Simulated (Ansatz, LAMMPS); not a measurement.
# Structural relaxation of amorphous 29SiO2-71Al2O3 (mol %) (124 atoms), part 3 of 4

Aim: bring amorphous 29SiO2-71Al2O3 (mol %) (124 atoms) to a nearby minimum of the energy and see what moves.

Ansatz 0.2.0; Kohn-Sham DFT, PBE, PAW (set soft_2), plane waves.

The cell: 8 Si, 40 Al and 76 O. The quench rate of 50 K/ps far exceeds what a furnace or splat quench reaches. The starting topology of bonds comes from the classical model. Only the Γ point is sampled, in a cell whose shortest periodic width is 11 Å.

So far. Step 4 (Cell and atoms relaxed): The relaxation changed the energy by -33.0 meV/atom, and atoms moved by 0.25 Å r.m.s., 0.71 Å at most.

## (6) Single point at the relaxed geometry

One more single point at the end of the walk gives the fuller output and checks the residual forces.

Input file input.yaml:

```yaml
crystal:
  lattice:
    - [11.40252, 0.02212, -0.06687]
    - [0.02212, 11.25279, 0.04165]
    - [-0.06687, 0.04165, 11.28107]
  atoms:
    - { symbol: Si, position: [0.34201, 0.9665, 0.83481] }
    - { symbol: Si, position: [0.92148, 0.32827, 0.18316] }
    - { symbol: Si, position: [0.90755, 0.22749, 0.72808] }
    - { symbol: Si, position: [0.05431, 0.84684, 0.50964] }
    - { symbol: Si, position: [0.34338, 0.19378, 0.43492] }
    - { symbol: Si, position: [0.96553, 0.59325, 0.16124] }
    - { symbol: Si, position: [0.27353, 0.57677, 0.86677] }
    - { symbol: Si, position: [0.25392, 0.1578, 0.16902] }
    - { symbol: Al, position: [0.88824, 0.39011, 0.95625] }
    - { symbol: Al, position: [0.54556, 0.34781, 0.67029] }
    - { symbol: Al, position: [0.85938, 0.97766, 0.1849] }
    - { symbol: Al, position: [0.58947, 0.34311, 0.97332] }
    - { symbol: Al, position: [0.86283, 0.97448, 0.6326] }
    - { symbol: Al, position: [0.67343, 0.79633, 0.55461] }
    - { symbol: Al, position: [0.96184, 0.84021, 0.99818] }
    - { symbol: Al, position: [0.65546, 0.14321, 0.74308] }
    - { symbol: Al, position: [0.92365, 0.12556, 0.97383] }
    - { symbol: Al, position: [0.23061, 0.51912, 0.26366] }
    - { symbol: Al, position: [0.65061, 0.7995, 0.02486] }
    - { symbol: Al, position: [0.43227, 0.96121, 0.10536] }
    - { symbol: Al, position: [0.66067, 0.06816, 0.00287] }
    - { symbol: Al, position: [0.60828, 0.56294, 0.59909] }
    - { symbol: Al, position: [0.35064, 0.77464, 0.26705] }
    - { symbol: Al, position: [0.0538, 0.64511, 0.90508] }
    - { symbol: Al, position: [0.72772, 0.97362, 0.37557] }
    - { symbol: Al, position: [0.07473, 0.90563, 0.81069] }
    - { symbol: Al, position: [0.89104, 0.15239, 0.41703] }
    - { symbol: Al, position: [0.10901, 0.9319, 0.23864] }
    - { symbol: Al, position: [0.25255, 0.7804, 0.0404] }
    - { symbol: Al, position: [0.73503, 0.71533, 0.27215] }
    - { symbol: Al, position: [0.35767, 0.65895, 0.48199] }
    - { symbol: Al, position: [0.88463, 0.62106, 0.49097] }
    [... 86 atom lines left out ...]
    - { symbol: O, position: [0.09423, 0.57433, 0.2141] }
    - { symbol: O, position: [0.58596, 0.49187, 0.74046] }
    - { symbol: O, position: [0.86961, 0.64078, 0.25434] }
    - { symbol: O, position: [0.37215, 0.10704, 0.83553] }
    - { symbol: O, position: [0.44287, 0.90852, 0.25622] }
    - { symbol: O, position: [0.14576, 0.0654, 0.17209] }
kpoints:
  mp_grid: { grid: [1, 1, 1] }
hamiltonian:
  xc: pbe
scf:
  occupations: { method: fermi_dirac, width: 0.025 }
output:
  forces: true
  stress: true
  populations: true
  dos:
    method: { smearing: { sigma: 0.08 } }
    de: 0.05
    projected: { site_lists: { Al: [Al], O: [O], Si: [Si] } }
  eigenvalues: true
  write_density: true
  write_potential: true
  volumetric_format: npy
```

The run is started by

```bash
$ ansatz run input.yaml --threads 4 --pin off --max-ram 8192MiB --backend cpu --events-out ev --progress --plain --runs-dir out
```

Numbers of over 12 decimals in the logs are rounded to 6 here.

Output:

```text
[...]
Crystal: 124 atoms, lattice volume = 1447.400 Å³
Basis set: ecut = 420 eV, 28283 PW (Γ), exchange–correlation on 160×160×160 points (8 copies of the dense FFT grid, shifted against one another)
Bands: 428, of which v1, the nominal top of the filled ones, is band 304 counted from 1 (303 counted from 0)
Symmetry: 1 space group operations
[...]
k-points: 1
[...]
SCF iter   1: F=—  HF=-69867.616938 eV  |F-HF|=—  |Δ(HF+E_count)|=         —  Δρ=2.51e-3  dr2=1.72e-1  ethr=1.77e-3  ⟨swp⟩=6.0  Hψ=1919  notcnv=0  defer=52
[...]
SCF iter   9: F=-69867.591724 eV  HF=-69867.591724 eV  |F-HF|=2.30e-8  |Δ(HF+E_count)|=   9.28e-8  Δρ=2.41e-6  dr2=7.96e-8  ethr=1.64e-11  ⟨swp⟩=17.0  Hψ=4068  notcnv=0
SCF 1 converged in 9 iterations: F = -69867.591724 eV  dr2 = 7.96e-8
[...]
SCF converged after 9 iterations
Free energy (F): -69867.591724 eV
[...]
Internal energy: -69867.591724 eV  (E = F + TS)
E sigma→0 (E₀):  -69867.591724 eV
Fermi energy:    6.344178 eV
[...]
--- Forces (eV/Å), atoms counted from 1 ---
  atom   1  Si    -0.00288383    -0.00092704     0.00215592
  atom   2  Si    -0.00247176    -0.00460488     0.00503664
  atom   3  Si     0.00029325    -0.00103083    -0.00157793
  atom   4  Si    -0.00409532     0.00163838    -0.00306224
  atom   5  Si     0.01199667     0.01237842     0.00617891
  atom   6  Si    -0.00977503     0.00362157    -0.00027805
  atom   7  Si    -0.00627209    -0.00769615    -0.00047121
  atom   8  Si    -0.00837057    -0.00770232     0.00196227
  atom   9  Al     0.00287877     0.00229314     0.00075264
  atom  10  Al     0.00301885    -0.00253008    -0.00101095
  atom  11  Al     0.00878065     0.00051071    -0.00001507
  atom  12  Al     0.00321431    -0.00540639    -0.00243341
  atom  13  Al    -0.00201684     0.00055190    -0.00033816
  atom  14  Al     0.00112292     0.00077275    -0.00070187
[...]
atom 123  O     -0.00021774    -0.00081926    -0.00165040
  atom 124  O      0.00479347     0.00558594    -0.00374828
  max |Σ_I F_I| component: 1.90e-4 eV/Å
--- Stress (GPa, compression-positive) ---
        0.004102       0.001786      -0.000882
        0.001773       0.012088      -0.000942
       -0.000887      -0.000932       0.009979
  P = ⅓ Tr σ = 0.0087 GPa (0.087 kbar)
--- Band table (eV) ---
[...]
--- Löwdin populations: 124 sites ---
  site symbol       q [e]
     0     Si      2.2614
     1     Si      2.2709
     2     Si      2.2818
[...]
123      O      6.8349
  spilling = 0.009464 (of n_electrons = 608.000000)
```

Run time: 27 s. Hardware: 4 threads of Arm Neoverse V2, shared host; peak memory 2 GiB; 1.7 min of CPU time.

Read from the output:

- free energy: -69867.5917 eV
- free energy per atom: -563.4483 eV/atom
- SCF cycles: 9
- pressure: 0.008723 GPa
- r.m.s. force component: 0.00342 eV/Å
- longest force: 0.01831 eV/Å
- Fermi energy: 6.344 eV
- gap (highest filled to lowest empty level): 3.235 eV
- spilling of the projection: 0.009464

Löwdin charges by element and coordination (they lack the spilled electrons, 0.046 e an atom on average):

```csv
element,coordination,atoms,mean charge (e),spread,least,most
Al,all,40,1.36,0.032,1.29,1.43
Al,4,22,1.38,0.0194,1.34,1.43
Al,5,16,1.33,0.0162,1.29,1.37
Al,6,2,1.31,0.016,1.30,1.33
O,all,76,-0.820,0.0246,-0.868,-0.762
O,2,21,-0.819,0.0233,-0.868,-0.779
O,3,50,-0.822,0.0258,-0.857,-0.762
O,4,5,-0.809,0.0094,-0.826,-0.796
Si,all,8,1.73,0.0104,1.71,1.75
```

Density of states as counts of states in windows of 1 eV (from the Fermi level), total and the larger projections:

```
from (eV)  to (eV)  total   O p  Al p  Al s
      -10       -9    6.9   4.8   0.2   0.5
       -9       -8   33.2  24.5   1.8   4.1
       -8       -7   46.6  35.5   4.0   4.0
       -7       -6   61.3  48.9   6.3   2.1
       -6       -5   69.4  58.6   6.3   1.1
       -5       -4   79.3  71.2   4.5   0.6
       -4       -3   86.6  81.3   2.3   0.3
       -3       -2   61.4  58.8   1.0   0.1
       -2       -1    7.8   7.4   0.2   0.0
       -1        1    0.0   0.0   0.0   0.0
        1        2    2.0   0.0   0.1   1.1
        2        3    0.0   0.0   0.0   0.0
        3        4   12.0   1.7   3.8   3.0
        4        5   25.5   3.7  10.8   4.3
```

Between -22 and -10 eV lie 155 more states.

The levels nearest the highest filled one (over half full), pooled over k-points and spins:

```
level less the highest filled one (eV)  occupation
                                -0.512           2
                                -0.454           2
                                -0.367           2
                                -0.275           2
                                -0.248           2
                                     0           2
                                  3.24           0
                                  4.83           0
                                  4.93           0
                                  5.08           0
                                  5.12           0
                                  5.29           0
```

Electrostatic potential energy in the ab plane at fractional z = 0.449, with atoms of Si and Al and O within 0.2 Å of it. With pseudopotentials it is smooth inside the atoms' cores, unlike the true potential.

Ten even steps from '0' (-34 eV) to '9' (11 eV), each cell a mean:
```
99889999999875455675576566568999
87547999999975555630047678899999
75458999999976556741158888999998
52358999999412688888788889999988
75578999998100599999888899998534
88889999998524899999886579997102
99999999976567899999971017988546
99999999865655799999982027765678
99999999865655799999998788645558
99999999986567767999999998645568
99999999998888635899999998866678
99999999999999866788999998885358
87789878988998865568899888860006
55567756888888755567898866773126
56656888888745776678998765678886
55557899988200488889999877789987
76678999988301699888889855799998
45889999864346898765568400388886
02799999730005888656656400466663
46999999720004788657656877655555
89999999862243126755557898656557
99999999988772004887788898765568
99999999999986237999888887447889
99999999999987667899887664016999
```
Columns run along a (11.4 Å; values clipped at the 3rd and 97th percentile), rows up along b (11.3 Å). Atoms in or near the plane, at fractional coordinates: Si at (0.34, 0.19), Al at (0.61, 0.20), O at (0.77, 0.25), O at (0.72, 0.70), O at (0.91, 0.46), O at (0.39, 0.81), O at (0.39, 0.33), O at (0.46, 0.10).

Valence density in the ab plane at fractional z = 0.449, with atoms of Si and Al and O within 0.2 Å of it. It is the smooth field of the valence electrons, not physical close to the nuclei.

Ten steps, logarithmic in the rise over the least value, from '0' (0.0 e/Å³) to '9' (6.5 e/Å³), each cell a mean:
```
23554210000012222457753345765211
35775310000122113579974323332111
35665310012455423478864211111112
44443210024788632245543211012444
53332110125899741112233321125787
53222111124687521001246664236898
42111111123444310001368985335776
21000001122222211001358985323443
10000001222223343211135554211121
00000001122224566421112222211221
10000111111124677531000011234442
21012333211113465421100011257874
32123565421112333323221112369996
32134676432233322234432112358886
21123454333677532234432212234543
21122222225899742223222233322222
44321111124798632222223577531123
76531111234565421222234799742246
98631112333333322211124799743357
76421123443235543211123455532246
43210113343357886421122223321134
11000011222358997421221123443211
00000000001246875311111235775310
11221100000123443223322347886310
```
Columns run along a (11.4 Å), rows up along b (11.3 Å). Atoms in or near the plane, at fractional coordinates: Si at (0.34, 0.19), Al at (0.61, 0.20), O at (0.77, 0.25), O at (0.72, 0.70), O at (0.91, 0.46), O at (0.39, 0.81), O at (0.39, 0.33), O at (0.46, 0.10).

Mean Löwdin charges: Al +1.36, O -0.82, Si +1.73 e (they miss 0.95 % of the electrons, so they add up to more than the cell's charge). The largest share in the top eV of filled states is O p (97 % of the projected weight), and in the lowest eV of empty states Al s (58 % of the projected weight).

Local excerpt of 11 atoms (numbers count through the whole input) about Si8, one of the 8 Si atoms; x, y, z are measured from there.

```
atom      x      y      z  distance (Å)  bonds  Löwdin charge (e)
 Si8   0.00   0.00   0.00          0.00      4               1.73
O124  -1.24  -1.04   0.04          1.62      2              -0.83
 O96  -0.41   1.30  -0.88          1.62      2              -0.83
 O68   1.40  -0.63  -0.54          1.63      2              -0.83
 O97   0.29   0.44   1.57          1.66      2              -0.78
Al47   0.68   2.49  -1.49          2.98      4               1.36
Al20   2.03  -2.21  -0.74          3.09      4               1.38
Al28  -1.66  -2.54   0.79          3.14      4               1.39
 Si5   1.00   0.42   3.00          3.19      4               1.73
O114   2.08   1.67  -2.22          3.47      3              -0.85
 O53  -2.67   1.87   1.29          3.51      2              -0.79
```

The column of bonds counts only the pairs O-Al within 2.38 Å, O-Si within 2.12 Å; other neighbours, such as metal atoms beside each other in a compound, aren't counted, and periodic images can show an atom twice.

## (7) Functional HSE06

HSE06 mixes in a quarter of exact exchange at short range, which counters self-interaction, at a higher cost.

This step: Kohn-Sham DFT, HSE06, PAW (set soft_2), plane waves (Ansatz 0.2.0).

input.yaml: that of step 6 with these lines changed.

```diff
@@ -10,3 +10,3 @@
 hamiltonian:
-  xc: pbe
+  xc: hse06
 scf:
@@ -22,4 +22 @@
   eigenvalues: true
-  write_density: true
-  write_potential: true
-  volumetric_format: npy
```

Output:

```text
Warning: output.stress: scf.convergence.dr2_threshold = 1e-7 eV (the SCF's general default) is looser than the 1.6e-9 eV advised for a printed stress (1e-10 eV for each atom of the cell: 124, of which 16 are counted). What an SCF threshold leaves in a stress goes as its square root, and in the free energy as the threshold itself, and one threshold admits the most on a small cell: [...]
Warning: output.stress: scf.exx.energy_threshold = 1e-6 eV is looser than the 1.6e-7 eV advised for a stress under a hybrid functional (1e-8 eV for each atom of the cell: 124, of which 16 are counted). Every SCF of the exchange loop can meet its threshold on dr2 while the loop round them stops early: [...]
exact exchange: scf.exx.singularity resolves to wigner_seitz, which cuts the screened interaction at the faces of the exchange supercell's Wigner-Seitz cell, so that each pair interacts once, at the shortest of its separations (the periodic images that this leaves out come, [...]
[...]
Crystal: 124 atoms, lattice volume = 1447.400 Å³
Basis set: ecut = 420 eV, 28283 PW (Γ), exchange–correlation on 160×160×160 points (8 copies of the dense FFT grid, shifted against one another)
Bands: 428, of which v1, the nominal top of the filled ones, is band 304 counted from 1 (303 counted from 0)
Symmetry: 1 space group operations
[...]
k-points: 1
[...]
SCF iter   1: F=—  HF=-69867.601454 eV  |F-HF|=—  |Δ(HF+E_count)|=         —  Δρ=2.60e-3  dr2=1.76e-1  ethr=1.77e-3  ⟨swp⟩=14.0  Hψ=2498  notcnv=0
[...]
SCF iter   4: F=—  HF=-69867.609968 eV  |F-HF|=—  |Δ(HF+E_count)|=   5.08e-3  Δρ=3.46e-4  dr2=1.18e-3  ethr=7.18e-7  ⟨swp⟩=6.0  Hψ=1040  notcnv=0  defer=12
SCF iter   5: F=-69867.610306 eV  HF=-69867.610259 eV  |F-HF|=4.66e-5  |Δ(HF+E_count)|=   2.91e-4  Δρ=8.93e-5  dr2=6.50e-5  ethr=1.94e-7  ⟨swp⟩=6.0  Hψ=988  notcnv=0  defer=8
SCF 1 stopped early in 5 iterations: F = -69867.610306 eV  dr2 = 6.50e-5
[...]
Exchange kernel: α = 0.2500, screened, ω = 0.2079 Å⁻¹, Wigner–Seitz truncation, v(0) = 958.9155 eV·Å³, q-mesh 1×1×1, nearest image of the exchange supercell L = 11.25 Å, pair-density grid 60×54×54, without the augmentation charges, whose exchange is taken in its separable form (sized by the pseudopotential files, [...]
Frozen-core exchange: fock
SCF iter   1: F=—  HF=-69880.292712 eV  |F-HF|=—  |Δ(HF+E_count)|=         —  Δρ=6.88e-3  dr2=5.48e-1  ethr=1.07e-7  ⟨swp⟩=19.0  Hψ=2988  notcnv=0
[...]
SCF iter   6: F=—  HF=-69880.298182 eV  |F-HF|=—  |Δ(HF+E_count)|=   2.45e-4  Δρ=8.12e-5  dr2=1.12e-4  ethr=8.83e-8  ⟨swp⟩=4.0  Hψ=1012  notcnv=0
SCF iter   7: F=-69880.298154 eV  HF=-69880.298154 eV  |F-HF|=5.58e-7  |Δ(HF+E_count)|=   2.84e-5  Δρ=2.10e-5  dr2=3.35e-5  ethr=1.36e-8  ⟨swp⟩=4.0  Hψ=946  notcnv=0
SCF 2 stopped early in 7 iterations: F = -69880.298154 eV  dr2 = 3.35e-5
  Residual-converged pass: ⟨swp⟩=4.0  Hψ=1111  notcnv=0  max |occ|·‖R‖ = 5.0e-6 eV (tolerance 6.7e-6 eV)  dr2=3.36e-5  dr2_onsite=5.75e-7  max |Δocc| = 0.0e0
[...]
hybrid outer 1: dexx = +2.281e-1 eV, tail = 2.35e-4 eV
[...]
Frozen-core exchange: fock
SCF iter   1: F=—  HF=-69880.296132 eV  |F-HF|=—  |Δ(HF+E_count)|=         —  Δρ=3.91e-5  dr2=1.53e-5  ethr=1.94e-7  ⟨swp⟩=19.0  Hψ=1423  notcnv=0
[...]
SCF iter   4: F=-69880.296133 eV  HF=-69880.296133 eV  |F-HF|=1.57e-9  |Δ(HF+E_count)|=   1.41e-8  Δρ=1.13e-6  dr2=7.45e-9  ethr=5.03e-11  ⟨swp⟩=7.0  Hψ=1090  notcnv=0  defer=19
SCF 3 converged in 4 iterations: F = -69880.296133 eV  dr2 = 7.45e-9
[...]
hybrid outer 2: dexx = +2.285e-6 eV, tail = 5.42e-8 eV, Δε = 1.25e-3 eV (about 1.97e-5 eV left of the loop's levels), ΔF = 4.11e-3 eV/Å (tail 2.91e-4)
hybrid SCF converged: 2 outer / 11 inner (+5 warm-up), last move |dexx| = 2.28e-6 eV, tail = 5.42e-8 eV
Stability not checked: this state was not tested for a lower state beside it, because the functional holds exact exchange (a hybrid, or Hartree-Fock), whose exchange loop this test does not read (fock_operator; see scf.lower_state_search)
Free energy (F): -69880.296133 eV
Frozen-core exchange: fock
[...]
Internal energy: -69880.296133 eV  (E = F + TS)
E sigma→0 (E₀):  -69880.296133 eV
Fermi energy:    5.956260 eV
[...]
Σ components = -69880.296133   (vs F -69880.296133, Δ=1.46e-11)
--- Forces (eV/Å), atoms counted from 1 ---
  atom   1  Si    -0.00172171     0.02668386    -0.12318216
  atom   2  Si     0.03125498     0.03839209    -0.05010138
  atom   3  Si    -0.00591034    -0.04696384     0.20856772
  atom   4  Si     0.03340093    -0.10051243    -0.03354323
[...]
atom 124  O      0.37339554     0.01946620     0.14282692
  max |Σ_I F_I| component: 2.81e-4 eV/Å
--- Stress (GPa, compression-positive) ---
       -5.418224      -0.023685       0.100311
       -0.023694      -5.522994       0.147465
        0.100306       0.147472      -5.697925
  P = ⅓ Tr σ = -5.5464 GPa (-55.464 kbar)
--- Band table (eV) ---
[...]
--- Löwdin populations: 124 sites ---
  site symbol       q [e]
     0     Si      2.1987
     1     Si      2.2093
     2     Si      2.2210
[...]
123      O      6.8678
  spilling = 0.009844 (of n_electrons = 608.000000)
```

Wall time 6.4 min (4 threads); peak memory 5 GiB; 25 min of CPU time.

The program notes that the exchange threshold is loose for the stress and the SCF threshold is loose for the stress.

Geometry and reference: those of the single point at the relaxed geometry.

Forces differ from those of the single point at the relaxed geometry by 136 meV/Å r.m.s.; the pressure by -5.6 GPa and the gap by +1.7 eV. It took 6.4 min and 16 cycles; the reference's time can't be set against it, since the two runs asked for unlike analyses.

The run gave:

```yaml
free_energy: -69880.2961 eV
free_energy_per_atom: -563.5508 eV/atom
scf_cycles: 16
pressure: -5.546 GPa
r_m_s_force_component: 0.1365 eV/Å
longest_force: 0.6042 eV/Å
fermi_energy: 5.956 eV
spacing_of_highest_filled_and_lowest_empty_level: 4.894 eV
spilling_of_the_projection: 0.009844
```

Length of the force by element and coordination:

| element | coordination | atoms | mean length of the force (eV/Å) | spread | least | most |
| --- | --- | --- | --- | --- | --- | --- |
| Al | all | 40 | 0.126 | 0.0393 | 0.051 | 0.222 |
| Al | 4 | 22 | 0.129 | 0.0417 | 0.051 | 0.222 |
| Al | 5 | 16 | 0.124 | 0.037 | 0.0565 | 0.183 |
| Al | 6 | 2 | 0.108 | 0.0198 | 0.0883 | 0.128 |
| O | all | 76 | 0.250 | 0.134 | 0.0209 | 0.604 |
| O | 2 | 21 | 0.392 | 0.106 | 0.173 | 0.604 |
| O | 3 | 50 | 0.197 | 0.104 | 0.0209 | 0.487 |
| O | 4 | 5 | 0.186 | 0.0328 | 0.149 | 0.243 |
| Si | all | 8 | 0.0986 | 0.0625 | 0.0178 | 0.214 |

Löwdin charges by element and coordination (they lack the spilled electrons, 0.048 e an atom on average):

```
element  coordination  atoms  mean charge (e)  spread   least    most
     Al           all     40             1.41  0.0326    1.35    1.49
     Al             4     22             1.43  0.0207    1.39    1.49
     Al             5     16             1.38  0.0159    1.35    1.42
     Al             6      2             1.36  0.0182    1.35    1.38
      O           all     76           -0.852   0.025  -0.907  -0.791
      O             2     21           -0.852  0.0246  -0.907  -0.810
      O             3     50           -0.853  0.0259  -0.887  -0.791
      O             4      5           -0.842  0.0097  -0.858  -0.828
     Si           all      8             1.79  0.0104    1.78    1.81
```

Density of states as counts of states in windows of 1 eV (from the Fermi level), total and the larger projections:

| from (eV) | to (eV) | total | O p | Al p |
| --- | --- | --- | --- | --- |
| -18 | -12 | 0.0 | 0.0 | 0.0 |
| -12 | -11 | 4.5 | 3.2 | 0.1 |
| -11 | -10 | 11.7 | 8.4 | 0.4 |
| -10 | -9 | 32.7 | 24.6 | 1.9 |
| -9 | -8 | 47.5 | 36.8 | 4.1 |
| -8 | -7 | 59.3 | 48.0 | 5.9 |
| -7 | -6 | 65.7 | 56.1 | 5.6 |
| -6 | -5 | 75.5 | 68.1 | 4.1 |
| -5 | -4 | 83.8 | 78.8 | 2.2 |
| -4 | -3 | 64.2 | 61.6 | 1.0 |
| -3 | -2 | 11.1 | 10.6 | 0.2 |
| -2 | 2 | 0.0 | 0.0 | 0.0 |
| 2 | 3 | 2.0 | 0.0 | 0.1 |
| 3 | 4 | 0.0 | 0.0 | 0.0 |
| 4 | 5 | 12.5 | 1.5 | 4.4 |

Between -25 and -18 eV lie 152 more states.

The levels nearest the highest filled one (over half full), pooled over k-points and spins:

| level less the highest filled one (eV) | occupation |
| --- | --- |
| -0.573 | 2 |
| -0.528 | 2 |
| -0.434 | 2 |
| -0.334 | 2 |
| -0.235 | 2 |
| 0 | 2 |
| 4.89 | 0 |
| 6.54 | 0 |
| 6.65 | 0 |
| 6.81 | 0 |
| 6.83 | 0 |
| 7.00 | 0 |

(Continued in part 4 of 4.)

[Logs are printed without paths, hosts, clocks, repeated set-up lines and the standing remarks that a program may print on its own settings, such as how far it seeks lower states.]

[Hosts, paths, dates, database ids (printed as entryN), source tags and the programs' standing remarks are cut or masked in the printed files.]
